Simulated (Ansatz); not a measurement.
Rows from a G0W0 calculation on AlGaAs2 (zincblende [001] superlattice) (Ansatz 0.2.0; G0W0 on PBEsol, plane waves, PAW; 4×4×2 mesh, 1086 empty bands, screening to 120 eV), in eV. Spin-orbit coupling is left out.

```csv
row,k,band,start,Σx,Σc at the solution,Vxc
A,Γ,c1,7.913,-10.653,-3.449,-14.472
B,Γ,c2,8.090,-6.346,-3.746,-10.238
C,"(0.000, 0.000, -0.500)",v1,6.832,-16.503,1.120,-14.903
D,"(0.000, 0.000, -0.500)",c1,8.060,-5.778,-3.763,-9.652
E,Γ,v1,6.902,-16.509,1.109,-14.911
F,"(0.000, 0.000, -0.500)",c2,8.314,-9.163,-3.509,-12.887
```

Q: Give the quasiparticle energies and the shift of each level.

The quasiparticle equation reads E = start + Σx + Σc(E) − Vxc.

```csv
row,E (eV),shift (eV)
A,8.283,+0.369
B,8.236,+0.146
C,6.352,−0.480
D,8.172,+0.112
E,6.414,−0.488
F,8.529,+0.215
```

Limits: not at the basis limit; no spin-orbit coupling; coarse k mesh.

[Paths, hosts, dates, memory and timing lines, banners, echoed tables and standing remarks are left out of the program output.]

[Logs are printed without paths, hosts, clocks, repeated set-up lines and the standing remarks that a program may print on its own settings, such as how far it seeks lower states.]

[Runs of the session that timed out or met a known fault of the program may be left out.]

[Cells called generated may have been cut or substituted from an entry of the Crystallography Open Database or the Materials Project.]

[Hosts, paths, dates, database ids (printed as entryN), source tags and the programs' standing remarks are cut or masked in the printed files.]
